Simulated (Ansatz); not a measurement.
# GaN (F-43m):Ba_Ga, thermodynamic levels from a 54-atom cell

Aim: at which Fermi levels does Ba_Ga in GaN (F-43m) change its charge? The model is a cell of 54 host atoms with 1 Ga taken out and 1 Ba put in.

Program: Ansatz 0.2.0. Level of theory: place-levels on r2SCAN runs: charge-transition levels and formation energies with image-charge correction and potential alignment at the atomic sites; PAW set soft_1. Results are calculated unless marked as measured.

**1. Set-up**

The cell holds 54 atoms: 26 Ga, 27 N and 1 Ba. Its edges and angles: a = 9.542 Å, b = 9.542 Å, c = 9.542 Å, α = 60.0°, β = 60.0°, γ = 60.0°. It derives from GaN (space group F-43m). Nearest the centre at fractional (0.333, 0.667, 0.667): Ba35 at 0.00 Å, N30 at 1.95 Å, N18 at 1.95 Å, N34 at 1.95 Å, N36 at 1.95 Å, Ga33 at 3.18 Å, Ga17 at 3.18 Å, Ga29 at 3.18 Å.

Structure file:

```xyz
54
Lattice="0.0000 6.7473 6.7473 6.7473 0.0000 6.7473 6.7473 6.7473 0.0000" Properties=species:S:1:pos:R:3 pbc="T T T"
Ga    0.0000    0.0000    0.0000
N     1.1245    1.1245    1.1245
Ga    2.2491    2.2491    0.0000
N     3.3736    3.3736    1.1245
Ga    4.4982    4.4982    0.0000
N     5.6227    5.6227    1.1245
Ga    2.2491    0.0000    2.2491
N     3.3736    1.1245    3.3736
Ga    4.4982    2.2491    2.2491
N     5.6227    3.3736    3.3736
Ga    6.7473    4.4982    2.2491
N     7.8718    5.6227    3.3736
Ga    4.4982    0.0000    4.4982
N     5.6227    1.1245    5.6227
Ga    6.7473    2.2491    4.4982
N     7.8718    3.3736    5.6227
Ga    8.9964    4.4982    4.4982
N    10.1209    5.6227    5.6227
Ga    0.0000    2.2491    2.2491
N     1.1245    3.3736    3.3736
Ga    2.2491    4.4982    2.2491
N     3.3736    5.6227    3.3736
Ga    4.4982    6.7473    2.2491
N     5.6227    7.8718    3.3736
Ga    2.2491    2.2491    4.4982
N     3.3736    3.3736    5.6227
Ga    4.4982    4.4982    4.4982
N     5.6227    5.6227    5.6227
Ga    6.7473    6.7473    4.4982
N     7.8718    7.8718    5.6227
Ga    4.4982    2.2491    6.7473
N     5.6227    3.3736    7.8718
Ga    6.7473    4.4982    6.7473
N     7.8718    5.6227    7.8718
Ba    8.9964    6.7473    6.7473
N    10.1209    7.8718    7.8718
Ga    0.0000    4.4982    4.4982
N     1.1245    5.6227    5.6227
Ga    2.2491    6.7473    4.4982
N     3.3736    7.8718    5.6227
Ga    4.4982    8.9964    4.4982
N     5.6227   10.1209    5.6227
Ga    2.2491    4.4982    6.7473
N     3.3736    5.6227    7.8718
Ga    4.4982    6.7473    6.7473
N     5.6227    7.8718    7.8718
Ga    6.7473    8.9964    6.7473
N     7.8718   10.1209    7.8718
Ga    4.4982    4.4982    8.9964
N     5.6227    5.6227   10.1209
Ga    6.7473    6.7473    8.9964
N     7.8718    7.8718   10.1209
Ga    8.9964    8.9964    8.9964
N    10.1209   10.1209   10.1209
```

The host's dielectric constants go in as inputs: 6.00 for the electrons alone, 10.56 with the ions, computed on the host (DFPT, PBEsol, on the r2SCAN cell), and a cell off the functional's own equilibrium shifts the ionic part.

The cell's shortest repeat is 9.5 Å.

**2. Charge states**

Levels follow from differences of total energies between charge states, each relaxed by itself.

Random displacements of about 0.05 Å break the site symmetry at the start, so that the relaxation can reach a distorted minimum if there is one. Forces are taken on a 2×2×2 shifted mesh. The cell holds 1 electron more than the neutral one, with a uniform background that keeps it neutral on the whole.

The sampling was tested on the host first: at the k-points planned (1x1x1 shifted 0.25 0.25 0.25) its energy lies 0.067 eV an atom from the dense-mesh value, so the final energies take a denser sampling.

One of the inputs; charge, spin and start change from state to state.

qm1.relax/input.yaml reads:

```yaml
crystal:
  lattice:
    - [0.0, 2.24909694, 2.24909694]
    - [2.24909694, 0.0, 2.24909694]
    - [2.24909694, 2.24909694, 0.0]
  atoms:
    - { symbol: Ga, position: [0.0, 0.0, 0.0] }
    - { symbol: "N", position: [0.25, 0.25, 0.25] }
  supercell: [3, 3, 3]
  defects: [{ substitution: { at: 34, symbol: Ba } }]
total_charge: -1
basis:
  ecutwfc: 500
  xc_grid: 2
hamiltonian:
  xc: r2scan
  pseudopotentials: { kind: paw, azcp: { folder: soft_1 } }
kpoints:
  mp_grid: { grid: [2, 2, 2], shift: [0.5, 0.5, 0.5] }
scf:
  occupations: { method: fixed }
  max_iter: 100
output:
  forces: true
  charged_corrections: { epsilon: 6.0, static_epsilon: 10.56 }
relax:
  f_tol: 0.02
  max_steps: 80
  random_displacement: { amplitude: 0.05, seed: 3898 }
checkpoint:
  write: "../qm1.relax.run"
  compress: false
  write_wavefunctions: true
  write_every: 100000
```

Command:

```
$ ansatz run input.yaml --threads 4 --pin off --max-ram 15073MiB --backend cpu --events-out ev --progress --plain --runs-dir out
```

The run of this state that the levels use, under r2SCAN:

qm1.point/input.yaml reads:

```yaml
crystal:
  checkpoint: "../qm1.relax.run"
  host: checkpoint
total_charge: -1
basis:
  ecutwfc: 500
  xc_grid: 2
hamiltonian:
  xc: r2scan
  pseudopotentials: { kind: paw, azcp: { folder: soft_1 } }
kpoints:
  mp_grid: { grid: [2, 2, 2], shift: [0.5, 0.5, 0.5] }
scf:
  occupations: { method: fixed }
  max_iter: 100
output:
  forces: true
  eigenvalues: true
  charged_corrections:
    epsilon: 6.0
    static_epsilon: 10.56
    defect_position: [0.333333, 0.666667, 0.666667]
  eigenstates: { localisation: true }
  populations: true
  band_densities: [{ bands: [v1, v1] }, { bands: [c1, c1] }]
  write_density: true
  write_potential: true
  volumetric_format: npy
checkpoint:
  read: "../qm1.relax.run"
  write: "../qm1.point.run"
  compress: false
  write_wavefunctions: false
  write_every: 100000
```

Relaxations under r2SCAN at a 2×2×2 shifted mesh; times on 4 threads of Arm Neoverse V2, shared host:

```tsv
charge	moment (μB)	occupations	outcome	steps	largest displacement against the far atoms (Å)	time
−1	0	fixed	converged	5	0.41	4.9 min
0	1	fixed	converged	9	0.61	22 min
+1	0	fixed	converged	10	0.65	10 min
+1	2	fixed	converged	8	0.49	22 min
```

Single points under r2SCAN at a 2×2×2 shifted mesh; times on 4 threads of Arm Neoverse V2, shared host:

```tsv
charge	moment (μB)	occupations	outcome	time
−1	0	fixed	converged	57 s
0	1	fixed	converged	2.2 min
+1	0	fixed	converged	55 s
+1	2	fixed	converged	2 min
```

Distances (Å) from Ba35 to the nearest atoms after relaxation with r2SCAN:

```tsv
charge	moment (μB)	1.	2.	3.	4.	5.	6.
−1	0	N 2.36	N 2.36	N 2.36	N 2.36	Ga 3.23	Ga 3.23
0	1	N 2.32	N 2.36	N 2.37	N 2.37	Ga 3.12	Ga 3.12
+1	0	N 2.25	N 2.35	N 2.37	N 2.37	Ga 3.05	Ga 3.05
+1	2	N 2.36	N 2.36	N 2.36	N 2.39	Ga 3.11	Ga 3.11
```

**3. Placing the levels, r2SCAN**

A charged cell interacts with its images and the background, and its potential has another zero than the host's. place-levels removes the first by a point-charge model, screened by the static dielectric constant since the ions have relaxed around the charge, and the second by comparing potentials at atoms far from the defect.

The host is a run of the defect-free crystal in the same cutoffs, grids and k-points, so that basis and sampling errors cancel in part in the differences. The host is run in a cell of 2 atoms on a matching mesh. Its band edges are searched through the zone by a band path, so the gap is smaller than, or equal to, that on the mesh. Chemical potentials are energies per atom of Ga (alpha-Ga (Cmce)) and Ba (bcc), run with the same functional and cutoff.

levels.point.yaml reads:

```yaml
host:
  run: host.point.run
states: [qm1.point.run, q0_M1.point.run, qp1.point.run, qp1_M2.point.run]
geometry_from:
  qm1.point.run: qm1.relax.run
  q0_M1.point.run: q0_M1.relax.run
  qp1.point.run: qp1.relax.run
  qp1_M2.point.run: qp1_M2.relax.run
  host.point.run: host.relax.run
chemical_potentials:
  Ga:
    energy: -3790.270342
    dataset: <sha256 of the dataset>
  Ba:
    energy: -5964.59664
    dataset: "<sha256 of the dataset>"
epsilon: 6.0
static_epsilon: 10.56
vertical:
  - { from: qm1.point.run, to: qm1.point_neutral.run }
  - { from: qp1.point.run, to: qp1.point_neutral.run }
  - { from: qp1_M2.point.run, to: qp1_M2.point_neutral.run }
```

Command:

```
$ ansatz place-levels levels.point.yaml -- --threads 4 --pin off --max-ram 15073MiB
```

Numbers of over 12 decimals in the logs are rounded to 6 here.

The log of the run:

```text
[... repeated set-up lines and file paths are left out, and long positions are rounded to six places ...]
(+1/0) 0.441 eV above the valence edge, 1.728 eV under the conduction edge
(0/-1) 1.169 eV above the valence edge, 1.000 eV under the conduction edge
formation energy of charge +1: +5.088 eV with the Fermi level at the valence edge
formation energy of charge 0: +5.528 eV with the Fermi level at the valence edge
formation energy of charge -1: +6.697 eV with the Fermi level at the valence edge
vertical -1 to 0: no energy, since no alignment is typed
  the change from vertical[0].from (qm1.point.run) to vertical[0].to (qm1.point_neutral.run): by its potential at epsilon 6 it stands at 0.398 0.736 0.736, with an rms radius of about 1.9 Å (1.1 1.1 1.1 Å across the planes of the cell's vectors); [...]
vertical +1 to 0: no energy, since no alignment is typed
  the change from vertical[1].from (qp1.point.run) to vertical[1].to (qp1.point_neutral.run): by its potential at epsilon 6 it stands at 0.398 0.731 0.753, with an rms radius of about 1.9 Å (1.2 1.2 0.9 Å across the planes of the cell's vectors); [...]
vertical +1 to 0: no energy, since no alignment is typed
  the change from vertical[2].from (qp1_M2.point.run) to vertical[2].to (qp1_M2.point_neutral.run): by its potential at epsilon 6 it stands at 0.394 0.750 0.727, with an rms radius of about 1.9 Å (1.3 0.0 1.3 Å across the planes of the cell's vectors); [...]
  edges by r2scan, gap 2.168 eV; the host is sampled to repeats of 19.08 Å
  the defect's cells are sampled to repeats of 19.08 Å, like sampling
  charge +1: -114940.8470 eV with its correction of +0.566 eV, at epsilon 10.56, aligned at sites: +0.3343 eV, mean over 19 atomic sites at or beyond 4.77 Å from the defect at [0.3333, 0.6667, 0.6667], with +0.000000 for the charge's moments and without [...]
  charge 0: +0.000 eV for its dipole among its images, +0.000 omitted
  charge -1: -114920.3387 eV with its correction of -0.183 eV, at epsilon 10.56, aligned at sites: +0.4151 eV, mean over 19 atomic sites at or beyond 4.77 Å from the defect at [0.3333, 0.6667, 0.6667], with +0.000000 for the charge's moments and without [...]
  charge +1: states[2] (qp1.point.run) stands 0.228 eV higher, with a moment of 0.00 μB against 2.00
  of states[3] (qp1_M2.point.run): its alignment with the host at atomic sites is doubtful: the mean over the far sites moves by +0.0815 eV from their farther parts to their nearer, more than 0.05 eV. [...]
  of states[1] (q0_M1.point.run): its alignment with the host at atomic sites is doubtful: the mean over the far sites moves by +0.2304 eV from their farther parts to their nearer, more than 0.05 eV. [...]
  of states[0] (qm1.point.run): its alignment with the host at atomic sites is doubtful: the mean over the far sites moves by +0.3784 eV from their farther parts to their nearer, more than 0.05 eV. [...]
  of vertical[0].to (qm1.point_neutral.run): band_overlap_at_count; stability_check_not_made
  of vertical[1].to (qp1.point_neutral.run): stability_check_not_made
  of vertical[2].from (qp1_M2.point.run): stability_check_not_made
  of vertical[2].to (qp1_M2.point_neutral.run): stability_check_not_made
```

It took 0.36 s on 4 threads of Arm Neoverse V2, shared host.

Levels between the charges placed, in eV above the valence top:

```tsv
	gap (eV)	(+1/0)	(0/−1)
r2SCAN	2.17	0.44	1.17
```

Corrections by state:

```tsv
charge	moment (μB)	image terms and alignment (eV)	band filling (eV)	ε used	over the lowest of its charge, as the program ranks them, band filling apart (eV)
+1	2.0	0.566	-	10.56	0.000
0	1.0	0.000	-	-	0.000
−1	0.0	-0.183	-	10.56	0.000
+1	0.0	0.543	-	10.56	0.228
```

The charged structures listed were also run neutral, and place-levels reads from each pair, by the potential or the spins, how wide the charge is by which they differ; that can be the carrier of either run.

```tsv
charge	rms radius (Å)	spread where it is widest against the cell (Å)	wide from (Å)	reading
+1	1.9	1.35	1.35	narrow
−1	1.9	1.15	1.35	narrow
```

The neutral runs of these pairs need not share the spin of the lowest neutral state, and very wide values only mean spread over the cell.

From the program's caveats on the states, each cut to its opening words:

- charge +1 (2 μB): its alignment with the host at atomic sites is doubtful: the mean over the far sites moves by +0.0815 eV from their farther parts to their nearer, more than [...]
- charge +1 (2 μB), 0 (1 μB): flagged: stability check not made
- charge 0 (1 μB): its alignment with the host at atomic sites is doubtful: the mean over the far sites moves by +0.2304 eV from their farther parts to their nearer, more than [...]
- charge −1: its alignment with the host at atomic sites is doubtful: the mean over the far sites moves by +0.3784 eV from their farther parts to their nearer, more than [...]

Chemical potentials of the elements' reference phases, run alike. Formation energies (elemental references), with the Fermi level at the valence top and at the conduction bottom (gap 2.17 eV):

```tsv
charge	at valence top (eV)	at conduction bottom (eV)	correction included (eV)
+1	5.09	7.26	0.57
0	5.53	5.53	0.00
−1	6.70	4.53	-0.18
```

```
Fermi level (eV)  lowest formation energy (eV)
            0.00                          5.09
            0.20                          5.28
            0.39                          5.48
            0.59                          5.53
            0.79                          5.53
            0.98                          5.53
            1.18                          5.51
            1.38                          5.32
            1.58                          5.12
            1.77                          4.92
            1.97                          4.73
            2.17                          4.53
```

**4. Summary of results**

```
gap of the host                                                             : 2.17 eV (r2SCAN)
level (plus 1/0)                                                            : 0.44 eV above the valence top
level (0/minus 1)                                                           : 1.17 eV above the valence top
lowest of the charges placed, just above the valence top (0.02 eV)          : +1
lowest of the charges placed, just below the conduction bottom (0.02 eV)    : −1
lowest formation energy at mid-gap of the charges run, elemental references : 5.53 eV
```

Of the charges placed (−1, 0 and +1), the lowest changes at 0.44 eV (+1/0) and 1.17 eV (0/−1) above the valence top, in a gap of 2.17 eV. (+1/0) lies nearer to a band edge than the share of the finite-size correction in it (0.57 eV), and that correction holds for a localised charge alone. Charges above +1 and below −1 were not placed, so these runs say nothing of levels that involve them. States placed: +1 at 2 μB and 0 μB; 0 at 1 μB; −1 at 0 μB. Other spin states or structures, where not listed, weren't placed. Ba is taken at its element; compounds, which aren't counted here, bound the chemical potentials and would shift these formation energies. The program doubts the alignment of potentials for at least one state, a sign that the cell is small. Limits: r2SCAN makes the gap too small and tends to spread out bound carriers; where a gas molecule sets a chemical potential or the host's formation energy, its binding is uncorrected; spin–orbit coupling, which can matter with heavy atoms, is left out.

[Logs are printed without paths, hosts, clocks, repeated set-up lines and the standing remarks that a program may print on its own settings, such as how far it seeks lower states.]

[Hosts, paths, dates, database ids (printed as entryN), source tags and the programs' standing remarks are cut or masked in the printed files.]

[Where a table of states has a column of steps, it counts the stored structures, which are thinned; the runs took as many ionic steps or more.]

[A defect's name tells the site on which it was built; relaxed atoms can leave that site.]

[For some hosts the program warned that the k-mesh of the response run may be too coarse for force constants and the static dielectric constant; such warnings are not shown here.]
